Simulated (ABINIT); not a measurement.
Planning a run of ABINIT 10.8.3 on SnO2 (Cassiterite). The input:

```
acell 3*1.0 Angstrom
rprim 
  4.738000000000 0.000000000000 0.000000000000
  0.000000000000 4.738000000000 0.000000000000
  0.000000000000 0.000000000000 3.186500000000
ntypat 2
znucl 50 8
natom 6
typat 1 1 2 2 2 2
xred 
  0.000000000000 0.000000000000 0.000000000000
  0.500000000000 0.500000000000 0.500000000000
  0.307100000000 0.307100000000 0.000000000000
  0.192900000000 0.807100000000 0.500000000000
  0.692900000000 0.692900000000 0.000000000000
  0.807100000000 0.192900000000 0.500000000000
pp_dirpath "pseudos"
pseudos "Sn.upf, O.upf"
ecut 36
ngkpt 4 4 4
nshiftk 1
shiftk 0 0 0
kptopt 1
chksymbreak 0
istwfk *1
occopt 1
irdwfk 1
optdriver 3
nband 80
ecuteps 4.5
inclvkb 2
awtr 1
symchi 1
ppmfrq 5 eV
indata_prefix "in"
outdata_prefix "out"
tmpdata_prefix "tmp"
```

```sh
OMP_NUM_THREADS=1 mpirun -n 8 abinit run.abi > log
```

Question: How long will it take on 8 MPI ranks of Intel Xeon Platinum 8488C (Sapphire Rapids), shared host, and how much memory?

It took 2 min; on shared hardware allow 59 s to 3.9 min. Peak host memory was 3.5 GiB.

[Paths, hosts, dates, memory and timing lines, banners, echoed tables and standing remarks are left out of the program output.]

[Logs are printed without paths, hosts, clocks, repeated set-up lines and the standing remarks that a program may print on its own settings, such as how far it seeks lower states.]

[Runs of the session that timed out or met a known fault of the program may be left out.]

[Hosts, paths, dates, database ids (printed as entryN), source tags and the programs' standing remarks are cut or masked in the printed files.]

[G0W0 gaps are taken among the corrected bands and points alone; a level outside them can change the order at an edge.]

[Where Ansatz stands beside ABINIT at settings called matched, ABINIT's density can come from a denser mesh and the files from another edition; pairs whose starting gaps differed by over 0.03 eV were left out, so agreement reads better than it is.]
